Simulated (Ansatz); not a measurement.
**La2S2ClF: complex band structure**

A new crystal, La2S2ClF: structure, gap and complex bands. It is built by putting Cl for part of the F in the LaSF structure of space group P4/nmm, with the volume rescaled by atomic radii. The parent structure comes from the Materials Project.

Calculated with Ansatz 0.2.0; PBE DFT, plane waves, PAW files, in the first sound run; inputs show where later runs differ.

The structure was built from a prototype and need not be the compound's stable phase.

## Step 1: Set-up

It takes space group P-4m2 (No. 115, tetragonal). Conventional cell: a = 4.155 Å, b = 4.155 Å, c = 7.145 Å, α = 90.00°, β = 90.00°, γ = 90.00°. Nearest to La lie 2 Cl at 2.65 Å and 2 F at 2.65 Å and 5 S at 3.01 to 3.06 Å. Nearest to S lie 5 La at 3.01 to 3.06 Å. Nearest to Cl lie 4 La at 2.65 Å. Nearest to F lie 4 La at 2.65 Å. It derives from LaSF. Cl for part of the F in the LaSF structure of space group P4/nmm. Farther neighbours and most contacts between anions are not listed.

As a file:

```cif
data_structure
_symmetry_space_group_name_H-M 'P 1'
_symmetry_Int_Tables_number 1
_cell_length_a 4.1549
_cell_length_b 4.1549
_cell_length_c 7.1454
_cell_angle_alpha 90.000
_cell_angle_beta 90.000
_cell_angle_gamma 90.000
_cell_volume 123.35
loop_
_atom_site_label
_atom_site_type_symbol
_atom_site_fract_x
_atom_site_fract_y
_atom_site_fract_z
_atom_site_occupancy
La1 La 0.00000 0.50000 0.76997 1
La2 La 0.50000 0.00000 0.23003 1
S3 S 0.50000 0.00000 0.65128 1
S4 S 0.00000 0.50000 0.34872 1
Cl5 Cl 0.50000 0.50000 0.00000 1
F6 F 0.00000 0.00000 0.00000 1
```

## Step 2: Relaxing the new crystal

The substituted atoms don't fit the parent's cell, so cell and atoms relax together. A small smearing keeps the run stable in case the gap closes on the way.

input.yaml reads:

```yaml
crystal:
  lattice:
    - [4.1548739503, 0.0, 0.0]
    - [0.0, 4.1548739503, 0.0]
    - [0.0, 0.0, 7.1454292711]
  atoms:
    - { symbol: La, position: [0.0, 0.5, 0.76997462] }
    - { symbol: La, position: [0.5, 0.0, 0.23002538] }
    - { symbol: S, position: [0.5, 0.0, 0.65128023] }
    - { symbol: S, position: [0.0, 0.5, 0.34871977] }
    - { symbol: Cl, position: [0.5, 0.5, 0.0] }
    - { symbol: F, position: [0.0, 0.0, 0.0] }
kpoints:
  mp_grid: { grid: [6, 6, 4] }
scf:
  occupations: { method: gaussian, width: 0.03 }
hamiltonian:
  xc: pbe
output:
  forces: true
  stress: true
relax:
  f_tol: 0.02
  max_steps: 60
  cell: {}
```

Started as:

```sh
> ansatz run input.yaml --threads 2 --pin off --max-ram 4096MiB --backend cpu --events-out ev --progress --plain --runs-dir out
```

Numbers of over 12 decimals in the logs are rounded to 6 here.

Output:

```text
Engine: ansatz 0.2.0, aarch64-unknown-linux-gnu
Pseudopotentials: kind: paw
Pseudopotential: La, paw, valence charge 11, recommended cutoff 420 eV (normal), La.paw.azcp
Pseudopotential: S, paw, valence charge 6, recommended cutoff 420 eV (normal), S.paw.azcp
Pseudopotential: Cl, paw, valence charge 7, recommended cutoff 420 eV (normal), Cl.paw.azcp
Pseudopotential: F, paw, valence charge 7, recommended cutoff 420 eV (normal), F.paw.azcp
Functional definition: PBE
  parameter kappa = 0.804
  parameter beta = 0.066725
  exchange = pbe_x(kappa = kappa, mu = beta*pi^2/3)
  correlation = pbe_c(beta = beta)
Crystal: 6 atoms, lattice volume = 123.351 Å³
Basis set: ecut = 420 eV, 2399 PW (Γ), exchange–correlation on 60×60×96 points (8 copies of the dense FFT grid, shifted against one another)
Bands: 30, of which v1, the nominal top of the filled ones, is band 24 counted from 1 (23 counted from 0)
Symmetry: 8 space group operations
Space group: P-4m2 (ITA 115), of the structure as read, at distance tolerance 5.0e-5 Å
k-points: 30 of 144 (time reversal used)
Non-local potential: La, projectors of the file, l = 0: 3, l = 1: 2, l = 2: 2, l = 3: 3
Non-local potential: S, projectors of the file, l = 0: 2, l = 1: 2, l = 2: 2
Non-local potential: Cl, projectors of the file, l = 0: 2, l = 1: 2, l = 2: 2
Non-local potential: F, projectors of the file, l = 0: 2, l = 1: 2, l = 2: 1
PAW form: soft (Blöchl's): semilocal exchange-correlation on the pseudo side does not see the compensation charge
PAW one-centre angular grid: La, 590 points (default); XC on 64 Gauss nodes
PAW one-centre angular grid: S, 110 points (default); XC on 64 Gauss nodes
PAW one-centre angular grid: Cl, 110 points (default); XC on 64 Gauss nodes
PAW one-centre angular grid: F, 110 points (default); XC on 64 Gauss nodes
Initial density: superposition of atomic densities (neutral atoms: chi_scale 0, normalization atom), corrected by the library's trained network
Initial wavefunctions: pseudopotential atomic-orbital guess
Functional: x = pbe(κ = 0.804, μ = 0.219515), c = pbe(β = 0.066725)
SCF iter   1: F=—  HF=-16204.231683 eV  |F-HF|=—  |Δ(HF+E_count)|=         —  Δρ=3.88e-3  dr2=1.79e-2  ethr=1.77e-3  ⟨swp⟩=7.3  Hψ=4481  notcnv=0
preconditioner: auto → Resta (q_TF=auto, 2.331 Å⁻¹)  ε∞=5.0  [insulator: Δε(μ)=1.280 eV  Ē_g=10.884 eV  σ=0.030 eV  W_gap=1.00  n_scr=36 (ndim 8)  ℏωp=21.7 eV  f_vac=0.000  D(μ)=0.00/eV (n_scr^D=0)  ε∞_Penn≈5.0]
SCF iter   2: F=—  HF=-16204.232188 eV  |F-HF|=—  |Δ(HF+E_count)|=   5.05e-4  Δρ=1.96e-3  dr2=2.93e-3  ethr=3.74e-5  ⟨swp⟩=2.8  Hψ=1678  notcnv=0  defer=33
SCF iter   3: F=—  HF=-16204.233769 eV  |F-HF|=—  |Δ(HF+E_count)|=   1.58e-3  Δρ=8.26e-4  dr2=4.82e-4  ethr=6.10e-6  ⟨swp⟩=2.3  Hψ=1621  notcnv=0  defer=33
SCF iter   4: F=—  HF=-16204.233870 eV  |F-HF|=—  |Δ(HF+E_count)|=   1.01e-4  Δρ=2.72e-4  dr2=4.27e-5  ethr=1.01e-6  ⟨swp⟩=2.0  Hψ=1449  notcnv=0  defer=33
SCF iter   5: F=—  HF=-16204.234156 eV  |F-HF|=—  |Δ(HF+E_count)|=   2.86e-4  Δρ=3.72e-5  dr2=2.03e-6  ethr=8.90e-8  ⟨swp⟩=2.0  Hψ=1527  notcnv=0  defer=35
SCF iter   6: F=—  HF=-16204.234157 eV  |F-HF|=—  |Δ(HF+E_count)|=   1.18e-6  Δρ=1.36e-5  dr2=2.05e-7  ethr=4.23e-9  ⟨swp⟩=2.0  Hψ=1521  notcnv=0  defer=35
SCF iter   7: F=-16204.234157 eV  HF=-16204.234157 eV  |F-HF|=1.80e-9  |Δ(HF+E_count)|=   1.36e-7  Δρ=2.08e-6  dr2=6.70e-9  ethr=2.08e-10  ⟨swp⟩=4.0  Hψ=3181  notcnv=0
SCF 1 converged in 7 iterations: F = -16204.234157 eV  dr2 = 6.70e-9
  greatest PAW one-centre occupation: 0.972 electrons in one spin orbital (limit 2), on the La atom at site 1 (counted from 0), in its partial waves of l = 0
relax step   1: F+E_penalty+E_count = -16204.23415732 eV  Δ(F+E_penalty+E_count) = +0.000e0 eV  max|allowed force component| = 2.858e0 eV/Å  Δτ_max = 0.0000 Å  P = +6.915 GPa  Ω = 123.351 Å³  (7 SCF iters, dr2 threshold 1.00e-7 eV, accepted)
Crystal: 6 atoms, lattice volume = 128.412 Å³
Basis set: ecut = 420 eV, 2477 PW (Γ), exchange–correlation on 60×60×96 points (8 copies of the dense FFT grid, shifted against one another)
Initial density: handed on by an earlier stage of this run
Initial wavefunctions: those handed on with the density
iter 1 solved again at ethr=9.76e-4 eV; its pass at ethr=3.10e-3 eV (dr2=4.69e-1 eV) is discarded
SCF iter   1: F=—  HF=-16205.041611 eV  |F-HF|=—  |Δ(HF+E_count)|=         —  Δρ=1.35e-2  dr2=4.72e-1  ethr=9.76e-4  ⟨swp⟩=1.0  Hψ=7336  notcnv=0
preconditioner: auto → Resta (q_TF=auto, 2.316 Å⁻¹)  ε∞=5.0  [insulator: Δε(μ)=1.235 eV  Ē_g=10.605 eV  σ=0.030 eV  W_gap=1.00  n_scr=36 (ndim 8)  ℏωp=21.2 eV  f_vac=0.000  D(μ)=0.00/eV (n_scr^D=0)  ε∞_Penn≈5.0]
SCF iter   2: F=—  HF=-16204.946456 eV  |F-HF|=—  |Δ(HF+E_count)|=   9.52e-2  Δρ=6.71e-3  dr2=8.16e-2  ethr=9.76e-4  ⟨swp⟩=4.3  Hψ=1591  notcnv=0
SCF iter   3: F=—  HF=-16204.934580 eV  |F-HF|=—  |Δ(HF+E_count)|=   1.19e-2  Δρ=3.34e-3  dr2=1.13e-2  ethr=1.70e-4  ⟨swp⟩=4.2  Hψ=2123  notcnv=0  defer=15
SCF iter   4: F=—  HF=-16204.932661 eV  |F-HF|=—  |Δ(HF+E_count)|=   1.92e-3  Δρ=1.07e-3  dr2=9.94e-4  ethr=2.36e-5  ⟨swp⟩=2.0  Hψ=1550  notcnv=0  defer=16
SCF iter   5: F=—  HF=-16204.932931 eV  |F-HF|=—  |Δ(HF+E_count)|=   2.70e-4  Δρ=1.62e-4  dr2=3.56e-5  ethr=2.07e-6  ⟨swp⟩=2.0  Hψ=1395  notcnv=0  defer=16
SCF iter   6: F=—  HF=-16204.933255 eV  |F-HF|=—  |Δ(HF+E_count)|=   3.25e-4  Δρ=3.67e-5  dr2=2.39e-6  ethr=7.41e-8  ⟨swp⟩=2.0  Hψ=1536  notcnv=0  defer=16
SCF iter   7: F=-16204.933256 eV  HF=-16204.933256 eV  |F-HF|=2.72e-8  |Δ(HF+E_count)|=   1.12e-6  Δρ=7.95e-6  dr2=1.41e-7  ethr=1.25e-9  ⟨swp⟩=5.0  Hψ=3494  notcnv=0
SCF 2 converged in 7 iterations: F = -16204.933256 eV  dr2 = 1.41e-7
relax step   2: F+E_penalty+E_count = -16204.93325630 eV  Δ(F+E_penalty+E_count) = -6.991e-1 eV  max|allowed force component| = 2.360e-1 eV/Å  Δτ_max = 0.1959 Å  P = +1.501 GPa  Ω = 128.412 Å³  energy of the carried Pulay correction = -3.078e-3 eV  (7 SCF iters, dr2 threshold 6.00e-7 eV, accepted)
Crystal: 6 atoms, lattice volume = 131.202 Å³
Basis set: ecut = 420 eV, 2537 PW (Γ), exchange–correlation on 60×60×96 points (8 copies of the dense FFT grid, shifted against one another)
iter 1 solved again at ethr=5.30e-5 eV; its pass at ethr=3.10e-3 eV (dr2=2.54e-2 eV) is discarded
SCF iter   1: F=—  HF=-16204.975616 eV  |F-HF|=—  |Δ(HF+E_count)|=         —  Δρ=4.20e-3  dr2=2.64e-2  ethr=5.30e-5  ⟨swp⟩=2.5  Hψ=7376  notcnv=0
preconditioner: auto → Resta (q_TF=auto, 2.307 Å⁻¹)  ε∞=5.0  [insulator: Δε(μ)=1.206 eV  Ē_g=10.469 eV  σ=0.030 eV  W_gap=1.00  n_scr=36 (ndim 8)  ℏωp=21.0 eV  f_vac=0.000  D(μ)=0.00/eV (n_scr^D=0)  ε∞_Penn≈5.0]
SCF iter   2: F=—  HF=-16204.970766 eV  |F-HF|=—  |Δ(HF+E_count)|=   4.85e-3  Δρ=2.28e-3  dr2=4.46e-3  ethr=5.30e-5  ⟨swp⟩=3.2  Hψ=1797  notcnv=0
SCF iter   3: F=—  HF=-16204.970376 eV  |F-HF|=—  |Δ(HF+E_count)|=   3.90e-4  Δρ=9.61e-4  dr2=1.38e-3  ethr=9.30e-6  ⟨swp⟩=2.1  Hψ=1582  notcnv=0
SCF iter   4: F=—  HF=-16204.970297 eV  |F-HF|=—  |Δ(HF+E_count)|=   7.96e-5  Δρ=3.07e-4  dr2=1.32e-4  ethr=2.88e-6  ⟨swp⟩=2.1  Hψ=1350  notcnv=0
SCF iter   5: F=—  HF=-16204.970666 eV  |F-HF|=—  |Δ(HF+E_count)|=   3.69e-4  Δρ=7.17e-5  dr2=6.20e-6  ethr=2.75e-7  ⟨swp⟩=2.0  Hψ=1656  notcnv=0
SCF iter   6: F=-16204.970669 eV  HF=-16204.970669 eV  |F-HF|=1.89e-7  |Δ(HF+E_count)|=   3.42e-6  Δρ=1.82e-5  dr2=5.33e-7  ethr=1.25e-9  ⟨swp⟩=4.0  Hψ=3939  notcnv=0
SCF 3 converged in 6 iterations: F = -16204.970669 eV  dr2 = 5.33e-7
  greatest PAW one-centre occupation: 0.972 electrons in one spin orbital (limit 2), on the La atom at site 0 (counted from 0), in its partial waves of l = 0
relax step   3: F+E_penalty+E_count = -16204.97066926 eV  Δ(F+E_penalty+E_count) = -3.741e-2 eV  max|allowed force component| = 3.254e-1 eV/Å  Δτ_max = 0.0979 Å  P = -0.197 GPa  Ω = 131.202 Å³  energy of the carried Pulay correction = -4.722e-3 eV  (6 SCF iters, dr2 threshold 6.00e-7 eV, accepted)
[...]
relax step   4: F+E_penalty+E_count = -16204.98640141 eV  Δ(F+E_penalty+E_count) = -1.573e-2 eV  max|allowed force component| = 1.939e-2 eV/Å  Δτ_max = 0.0438 Å  P = -0.041 GPa  Ω = 130.713 Å³  energy of the carried Pulay correction = -4.437e-3 eV  (6 SCF iters, dr2 threshold 6.00e-7 eV, accepted)
[...]
relax step   5: F+E_penalty+E_count = -16204.98674274 eV  Δ(F+E_penalty+E_count) = -3.413e-4 eV  max|allowed force component| = 1.186e-2 eV/Å  Δτ_max = 0.0016 Å  P = +0.028 GPa  Ω = 130.567 Å³  energy of the carried Pulay correction = -4.351e-3 eV  (5 SCF iters, dr2 threshold 5.04e-8 eV, accepted)
[...]
relax step   6: F+E_penalty+E_count = -16204.99468279 eV  Δ(F+E_penalty+E_count) = -7.940e-3 eV  max|allowed force component| = 1.242e-2 eV/Å  Δτ_max = 0.0000 Å  P = +0.141 GPa  Ω = 130.567 Å³  stress off target by 2.51e-1 GPa  SCF on the basis re-selected at this cell (its energy is not comparable with the rows above)  (6 SCF iters)
[...]
relax step   7: F+E_penalty+E_count = -16204.99471545 eV  Δ(F+E_penalty+E_count) = -3.266e-5 eV  max|allowed force component| = 3.012e-3 eV/Å  Δτ_max = 0.0014 Å  P = -0.033 GPa  Ω = 130.843 Å³  energy of the carried Pulay correction = -1.593e-4 eV  (5 SCF iters, dr2 threshold 1.58e-7 eV, accepted)
iter 1 solved again at ethr=4.77e-7 eV; its pass at ethr=3.10e-3 eV (dr2=2.29e-4 eV) is discarded
SCF iter   1: F=—  HF=-16204.994792 eV  |F-HF|=—  |Δ(HF+E_count)|=         —  Δρ=1.54e-5  dr2=8.46e-8  ethr=4.77e-7  ⟨swp⟩=4.0  Hψ=6585  notcnv=0
eigensolver tolerance schedule: the retry pair's looser diagonalisation over-reported the residual by 2706.16 of it (diagonalisation noise at 0.71 of the residual, at the tolerance the schedule requests for it); recorded, not acted on — ethr = c·dr2/N_el stays at c = 1.0e-1
preconditioner: auto → Resta (q_TF=auto, 2.308 Å⁻¹)  ε∞=5.1  [insulator: Δε(μ)=1.187 eV  Ē_g=10.430 eV  σ=0.030 eV  W_gap=1.00  n_scr=36 (ndim 8)  ℏωp=21.0 eV  f_vac=0.000  D(μ)=0.00/eV (n_scr^D=0)  ε∞_Penn≈5.1]
SCF iter   2: F=—  HF=-16204.994902 eV  |F-HF|=—  |Δ(HF+E_count)|=   1.10e-4  Δρ=7.76e-6  dr2=3.61e-8  ethr=1.76e-10  ⟨swp⟩=2.9  Hψ=1816  notcnv=0
SCF iter   3: F=—  HF=-16204.994902 eV  |F-HF|=—  |Δ(HF+E_count)|=   1.08e-7  Δρ=3.86e-6  dr2=9.75e-9  ethr=7.52e-11  ⟨swp⟩=2.0  Hψ=1410  notcnv=0
SCF iter   4: F=—  HF=-16204.994902 eV  |F-HF|=—  |Δ(HF+E_count)|=   2.45e-8  Δρ=6.77e-7  dr2=6.71e-10  ethr=2.03e-11  ⟨swp⟩=2.0  Hψ=1425  notcnv=0
SCF iter   5: F=—  HF=-16204.994902 eV  |F-HF|=—  |Δ(HF+E_count)|=  7.35e-10  Δρ=2.13e-7  dr2=1.07e-10  ethr=1.40e-12  ⟨swp⟩=2.0  Hψ=1567  notcnv=0
SCF iter   6: F=-16204.994902 eV  HF=-16204.994902 eV  |F-HF|=0.00e0  |Δ(HF+E_count)|=  4.37e-11  Δρ=6.03e-8  dr2=4.99e-12  ethr=1.00e-12  ⟨swp⟩=4.7  Hψ=3271  notcnv=0
SCF 8 converged in 6 iterations: F = -16204.994902 eV  dr2 = 4.99e-12
relax step   8: F+E_penalty+E_count = -16204.99490166 eV  Δ(F+E_penalty+E_count) = -1.862e-4 eV  max|allowed force component| = 2.992e-3 eV/Å  Δτ_max = 0.0000 Å  P = -0.032 GPa  Ω = 130.843 Å³  stress off target by 3.45e-2 GPa  SCF on the basis re-selected at this cell (its energy is not comparable with the rows above)  (6 SCF iters)
basis re-selected at this cell: Δ(F+E_penalty+E_count) = -1.862e-4 eV, ΔP = +0.001 GPa vs the last step (what re-selecting the basis moved, of the pressure what is left beyond the Pulay correction that the steps carried, after the strain that the cell walked since its last selection, with what the two solves' SCF thresholds leave and, on support functions, any second-order correction that the steps lacked; it is no m [...]
SCF converged after 6 iterations
Free energy (F): -16204.994902 eV
Harris-Foulkes:  -16204.994902 eV  (|F-HF|=0.00e0)
Internal energy: -16204.994902 eV  (E = F + TS)
E sigma→0 (E₀):  -16204.994902 eV
Fermi energy:    8.954057 eV
--- Per-component energies (eV) ---
  E_band       = -85.961853
  E_kinetic    = 964.106786
  E_local      = -1646.975110  (includes V_loc(G=0)·N_el)
  E_nonlocal   = 350.979423
  E_hartree    = 572.095511
  E_xc         = -661.721469
  E_vxc        = -696.724043  (∫ρ·V_xc dr)
  E_paw        = -12894.313734  (= ΣΔE_a)
  E_vpaw       = -201.542124  (= ΣTr[D̂ρ^β])
  E_aug_tail   = 0.002137  (compensation charges beyond the density's cutoff)
  E_ewald      = -2889.168447
  E_smearing   = -0.000000  (= −TS)
  E_closure    = -0.000000  (closes the sum)
  Σ components = -16204.994902   (vs F -16204.994902, Δ=0.00e0)
--- Forces (eV/Å), atoms counted from 1 ---
  atom   1  La     0.00000000    -0.00000000    -0.00261840
  atom   2  La     0.00000000    -0.00000000     0.00261840
  atom   3  S      0.00000000     0.00000000    -0.00299209
  atom   4  S      0.00000000     0.00000000     0.00299209
  atom   5  Cl     0.00000000    -0.00000000     0.00000000
  atom   6  F      0.00000000    -0.00000000     0.00000000
  max |Σ_I F_I| component: 4.81e-17 eV/Å
--- Stress (GPa, compression-positive) ---
       -0.031231      -0.000000      -0.000000
       -0.000000      -0.031231      -0.000000
       -0.000000      -0.000000      -0.034526
  P = ⅓ Tr σ = -0.0323 GPa (-0.323 kbar)
--- Relaxed structure (6 steps of the walk, 6 accepted, 2 SCFs on fresh bases) ---
  F+E_penalty+E_count = -16204.99490166 eV   max|allowed force component| = 2.992e-3 eV/Å   (the final SCF, on the basis selected at the relaxed cell)
  cell:  # Å, volume = 130.8434 Å³
    - [4.166957, 0, 0]
    - [0, 4.166957, 0.0]
    - [0, 0.0, 7.535531]
  atoms:
    - { symbol: La, position: [0, 0.5, 0.743092] }
    - { symbol: La, position: [0.5, 0, 0.256908] }
    - { symbol: S, position: [0.5, 0, 0.642604] }
    - { symbol: S, position: [0, 0.5, 0.357396] }
    - { symbol: Cl, position: [0.5, 0.5, -2.427738642649465e-19] }
    - { symbol: F, position: [0, 0, -2.427738642649465e-19] }
```

The job ended after 39 s (2 threads of Arm Neoverse V2, shared host; peak memory 0.42 GiB; 76 s of CPU time).

Relaxation path:

```
step  energy less that of the first step (eV)  largest force component (eV/Å)  pressure (GPa)  volume (Å³)
   1                                   0.0000                          2.8582            6.92       123.35
   2                                  -0.6991                          0.2360            1.50       128.41
   3                                  -0.7365                          0.3254           -0.20       131.20
   4                                  -0.7522                          0.0194           -0.04       130.71
   5                                  -0.7526                          0.0119            0.03       130.57
  6*                                  -0.7605                          0.0124            0.14       130.57
   7                                  -0.7606                          0.0030           -0.03       130.84
  8*                                  -0.7607                          0.0030           -0.03       130.84
```

Relaxation steps marked * repeat the geometry before them on a plane-wave basis chosen anew for their cell, so energy and pressure can jump there.

Forces are held to the 8 operations that the run works with; a distortion that breaks them can't arise in this run.

```
conventional cell, symmetrised  before  after  change
                         a (Å)   4.155  4.167  +0.3 %
                         b (Å)   4.155  4.167  +0.3 %
                         c (Å)   7.145  7.536  +5.5 %
              volume (Å³/atom)   20.56  21.81  +6.1 %
```

The atoms that moved most (Å, as changes of fractional coordinates times the final cell):

```
atom     dx     dy      dz  length
 La2  0.000  0.000   0.203   0.203
 La1  0.000  0.000  -0.203   0.203
  S3  0.000  0.000  -0.065   0.065
  S4  0.000  0.000   0.065   0.065
```

This step gave:

* free energy: -16204.9949 eV
* Fermi energy: 8.954 eV
* pressure: -0.03233 GPa

The largest force component on a free atom ends at 0.0030 eV/Å.

## Step 3: Band edges

The energy window and the wavevectors of the next steps follow from the band edges, so these are searched first, off the mesh as well.

input.yaml reads:

```yaml
crystal:
  lattice:
    - [4.1669573763, 0.0, 0.0]
    - [0.0, 4.1669573763, 0.0]
    - [0.0, 0.0, 7.5355309089]
  atoms:
    - { symbol: La, position: [0.0, 0.5, 0.7430917734] }
    - { symbol: La, position: [0.5, 0.0, 0.2569082266] }
    - { symbol: S, position: [0.5, 0.0, 0.6426041501] }
    - { symbol: S, position: [0.0, 0.5, 0.3573958499] }
    - { symbol: Cl, position: [0.5, 0.5, 0.0] }
    - { symbol: F, position: [0.0, 0.0, 0.0] }
kpoints:
  mp_grid: { grid: [6, 6, 4] }
  band_path: { path: [VBM, CBM], npoints: 30 }
scf:
  occupations: { method: fixed }
hamiltonian:
  xc: pbe
output:
  eigenvalues: true
  write_potential: true
  write_density: true
  volumetric_format: npy
```

Output:

```text
[...]
Crystal: 6 atoms, lattice volume = 130.843 Å³
Basis set: ecut = 420 eV, 2521 PW (Γ)
Bands: 30, of which v1, the nominal top of the filled ones, is band 24 counted from 1 (23 counted from 0)
Symmetry: 8 space group operations
[...]
k-points: 30 of 144 (time reversal used)
[...]
SCF iter   1: F=—  HF=-16204.989171 eV  |F-HF|=—  |Δ(HF+E_count)|=         —  Δρ=3.42e-3  dr2=7.19e-3  ethr=1.77e-3  ⟨swp⟩=5.0  Hψ=3654  notcnv=0  defer=65
[...]
SCF iter   7: F=-16204.994993 eV  HF=-16204.994993 eV  |F-HF|=4.49e-9  |Δ(HF+E_count)|=   8.50e-8  Δρ=2.45e-6  dr2=1.05e-8  ethr=2.08e-10  ⟨swp⟩=11.5  Hψ=3838  notcnv=0
SCF 1 converged in 7 iterations: F = -16204.994993 eV  dr2 = 1.05e-8
[...]
NSCF: frozen V_eff on 40 k-points
[...]
SCF converged after 7 iterations
Free energy (F): -16204.994993 eV
[...]
Internal energy: -16204.994993 eV  (E = F + TS)
E sigma→0 (E₀):  -16204.994993 eV
Fermi energy:    8.360688 eV
[...]
--- Band table (eV; the first three rows and the last of 30) ---
  k-point 0: bands = [... 20 lower, 6.9601, 8.0863, 8.0863, 8.3607, 9.5475, 10.9852, 11.2944, 11.2944, ... 2 higher]
  k-point 1: bands = [... 20 lower, 7.0736, 8.0322, 8.0322, 8.0345, 9.7293, 10.7431, 11.3044, 11.3044, ... 2 higher]
  k-point 2: bands = [... 20 lower, 7.1936, 7.6548, 7.9636, 7.9636, 10.1877, 10.2267, 11.3156, 11.3162, ... 2 higher]
  k-point 29: bands = [... 20 lower, 7.5331, 7.5331, 7.6712, 7.7335, 11.1836, 11.2275, 11.2984, 11.3307, ... 2 higher]
```

The job ended after 18 s (2 threads; peak memory 0.39 GiB; 35 s of CPU time).

Numbers from this step:

| Quantity | Value |
| --- | --- |
| free energy | -16204.9950 eV |
| Fermi energy | 8.361 eV |
| gap on the k-mesh | 1.187 eV |
| gap on path | 1.187 eV, by band count; negative where bands overlap |
| direct gap on path | 1.187 eV |
| edge places on path | 0, 0 1/A along the path |

Levels at VBM (eV): -4.35, -4.24, -4.24, -3.60, -2.30, -2.30, -2.18, -1.40, -1.40, -0.27, -0.27, 0.00, 1.19, 2.62, 2.93, 2.93, 2.95, 2.96.

The searched edges give 1.19 eV, as on the mesh.

[end of part 1 of 3]

[Logs are printed without paths, hosts, clocks, repeated set-up lines and the standing remarks that a program may print on its own settings, such as how far it seeks lower states.]

[Hosts, paths, dates, database ids (printed as entryN), source tags and the programs' standing remarks are cut or masked in the printed files.]

[New means built here by substitution; the compound itself may be known and measured.]
